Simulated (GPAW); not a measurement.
# Surface energy and work function of Pd(110) from slabs of 4 to 11 layers (PBE)

How do energy and work function of Pd(110) films settle with thickness, and what surface energy follows?

Set-up. GPAW 26.7.0, plane waves at 450 eV with PAW setups; symmetric 1×1 slabs cut at the tabulated lattice constant (two decimals; low-temperature values for the alkali metals), atoms at bulk places, 7.5 Å of vacuum on each side, one in-plane mesh for all thicknesses, Fermi-Dirac smearing of 0.1 eV. Energies are extrapolated to zero smearing and count from the program's reference atoms. Functional PBE. The cell's area is 10.700 Å².

What came out, but for one run:

```
layers  energy (eV)  work function (eV)
     4     −13.2748                4.91
     5     −17.1864                4.71
     6     −21.0031                4.80
     7     −24.8759                4.82
     8     −28.7443                4.73
     9     −32.5849                4.82
    10     −36.4570                4.80
    11            ?                   ?
```

**Question.** What surface energy do these runs give, and what energy and work function should the 11-layer slab have?

A: A slab of n layers has E(n) = nε + 2Aγ once its middle is bulk-like. A line through n = 6 to 10 has the slope ε = −3.8617 eV a layer and the intercept 2Aγ = 2.1604 eV (r.m.s. residual 7.6 meV). So γ = 2.1604 / (2 × 10.700 Å²) = 0.1010 eV/Å² = 1.62 J/m², with a standard error of about 0.02 J/m² from the scatter about the line. For 11 layers: 2.1604 + 11 × (−3.8617) = −40.318 eV; the run gives −40.313 eV, 5.3 meV over the line. The work function has no such law: from 6 to 10 layers it moves between 4.73 and 4.82 eV (mean 4.79), and the 11-layer slab gives 4.76 eV. The thinnest slab, 4 layers, lies +0.12 eV from that mean. The values go up and down with thickness, as expected where levels confined across the film cross the Fermi level one by one. The measured value for this face is 5.07 eV (“Anisotropic work function of elemental crystals” (2019, arxiv:1902.07811)); the unrelaxed 11-layer slab lies 0.31 eV under it.

**Limits.** The surfaces are unrelaxed, so γ is an upper bound for this functional and lattice constant. The tabulated lattice constant isn't the functional's own, which strains the slab a little. The runs had no spin polarisation.

[Logs are printed without paths, hosts, clocks, repeated set-up lines and the standing remarks that a program may print on its own settings, such as how far it seeks lower states.]
